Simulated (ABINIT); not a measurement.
An input for ABINIT 10.8.3 (CdWO4 (P2/c)):

```
acell 3*1.0 Angstrom
rprim 
  5.040000000000 -0.000000000000 -0.000000000000
  -0.000000000000 5.870100000000 -0.000000000000
  -0.130957318200 -0.000000000000 5.082413107100
ntypat 3
znucl 48 74 8
natom 12
typat 1 1 2 2 3 3 3 3 3 3 3 3
xred 
  0.500000000000 0.697290000000 0.250000000000
  0.500000000000 0.302710000000 0.750000000000
  -0.000000000000 0.178550000000 0.250000000000
  -0.000000000000 0.821450000000 0.750000000000
  0.201800000000 0.095500000000 0.950400000000
  0.798200000000 0.095500000000 0.549600000000
  0.798200000000 0.904500000000 0.049600000000
  0.201800000000 0.904500000000 0.450400000000
  0.242000000000 0.370300000000 0.383900000000
  0.758000000000 0.370300000000 0.116100000000
  0.758000000000 0.629700000000 0.616100000000
  0.242000000000 0.629700000000 0.883900000000
pp_dirpath "pseudos"
pseudos "Cd.upf, W.upf, O.upf"
ecut 47
ngkpt 2 2 2
nshiftk 1
shiftk 0 0 0
kptopt 1
chksymbreak 0
istwfk *1
occopt 1
irdwfk 1
optdriver 4
nband 150
gwcalctyp 0
ecutsigx 47
symsigma 0
nkptgw 2
kptgw 
  0.0000000000 0.5000000000 0.0000000000
  0.0000000000 0.0000000000 0.0000000000
bdgw 
  57 61
  57 60
ecuteps 4
irdscr 1
ppmodel 1
indata_prefix "in"
outdata_prefix "out"
tmpdata_prefix "tmp"
```

```sh
OMP_NUM_THREADS=1 mpirun -n 16 abinit run.abi > log
```

Question: Estimate wall time and host memory on 16 MPI ranks of AMD EPYC 7R43, shared host.

It took 22 s; on shared hardware allow 11 s to 45 s. Peak host memory was 5.5 GiB.

[Paths, hosts, dates, memory and timing lines, banners, echoed tables and standing remarks are left out of the program output.]

[Logs are printed without paths, hosts, clocks, repeated set-up lines and the standing remarks that a program may print on its own settings, such as how far it seeks lower states.]

[Runs of the session that timed out or met a known fault of the program may be left out.]

[Hosts, paths, dates, database ids (printed as entryN), source tags and the programs' standing remarks are cut or masked in the printed files.]

[G0W0 gaps are taken among the corrected bands and points alone; a level outside them can change the order at an edge.]

[Where Ansatz stands beside ABINIT at settings called matched, ABINIT's density can come from a denser mesh and the files from another edition; pairs whose starting gaps differed by over 0.03 eV were left out, so agreement reads better than it is.]
